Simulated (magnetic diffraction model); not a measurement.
**Magnetic neutron pattern of Li2MnCl5**

Space group P2_1 (no. 4), a = 7.3000 Å, b = 14.4580 Å, c = 7.7420 Å, β = 96.18°.

| site | atom | x | y | z |
| --- | --- | --- | --- | --- |
| 2a | Mn | 0.5488 | 0.6330 | 0.1350 |
| 2a | Mn | 0.1452 | 0.3684 | 0.5024 |
| 2a | Cl | 0.3182 | 0.6854 | 0.9349 |
| 2a | Cl | 0.2209 | 0.1400 | 0.0935 |
| 2a | Cl | 0.4617 | 0.4747 | 0.0487 |
| 2a | Cl | 0.6256 | 0.7852 | 0.2156 |
| 2a | Cl | 0.0354 | 0.9169 | 0.2601 |
| 2a | Cl | 0.9771 | 0.4053 | 0.1924 |
| 2a | Cl | 0.4238 | 0.3063 | 0.3546 |
| 2a | Cl | 0.0226 | 0.7296 | 0.5231 |
| 2a | Cl | 0.3150 | 0.0709 | 0.5798 |
| 2a | Cl | 0.2691 | 0.5244 | 0.5300 |
| 2a | Li | 0.8607 | 0.8258 | 0.0051 |
| 2a | Li | 0.6643 | 0.3541 | 0.1786 |
| 2a | Li | 0.4958 | 0.1342 | 0.3370 |
| 2a | Li | 0.0197 | 0.0894 | 0.3223 |

This is a made-up structure (elements placed in a structure type, unrelaxed), so the numbers test the method and describe no known phase.

Only Mn is taken to order (form factors of Mn3+); orders and moment sizes are assumed, and not adapted to the symmetry. Radiation: neutrons of λ = 2.567 Å, 3° to 35°; isotropic B of 0.21 Å² (Mn), 0.26 Å² (Cl) and 0.34 Å² (Li). Simulated constant-wavelength pattern: nuclear and magnetic terms add, the magnetic one as |2.695 fm × Σ f S⊥ exp(2πi Q·r) exp(−B s²)|², summed over all Q at one angle with the factor 1/(sin²θ cos θ). For collinear order S is the moment m, which repeats by lattice and centring translations R with the sign exp(−2πi k·R). Free-ion form factors, Sears's scattering lengths of 1992, no absorption; a label names one of the reflections at its angle. The strongest nuclear line in the range is 100, and lines under 0.2 are left out.

Assume the order k = (0 0 0), collinear moments along [111], 3.43 μB on Mn; signs + at (0.5488, 0.6330, 0.1350), + at (0.1452, 0.3684, 0.5024), − at (0.8548, 0.8684, 0.4976), − at (0.4512, 0.1330, 0.8650).

Predict the pattern, nuclear and magnetic parts apart.

```tsv
2θ (°)	index	nuclear	magnetic
10.19	(0 1 0)	0.0	294.1
19.20	(0 0 1)	7.1	58.7
20.37	(1 0 0)	8.7	23.5
20.45	(0 2 0)	4.5	0.0
21.78	(0 1 1)	57.9	224.8
22.83	(1 1 0)	100.0	188.1
26.55	(1 0 -1)	85.8	4.7
28.20	(0 2 1)	9.9	37.8
28.50	(1 1 -1)	17.9	106.8
29.03	(1 2 0)	5.2	75.0
29.64	(1 0 1)	2.6	103.8
30.89	(0 3 0)	0.0	39.5
31.42	(1 1 1)	25.3	28.0
33.75	(1 2 -1)	77.0	97.1
```

The strongest magnetic line in the range is (0 1 0) at 10.19° (294.1). On top of the Lorentz factor, which all lines share, magnetic lines fade with angle because f falls: for Mn3+ it is 0.91, 0.70, 0.46 and 0.14 at sin θ/λ = 0.1, 0.2, 0.3 and 0.5 Å⁻¹, while nuclear lengths stay constant. The order has no net moment.

[Logs are printed without paths, hosts, clocks, repeated set-up lines and the standing remarks that a program may print on its own settings, such as how far it seeks lower states.]
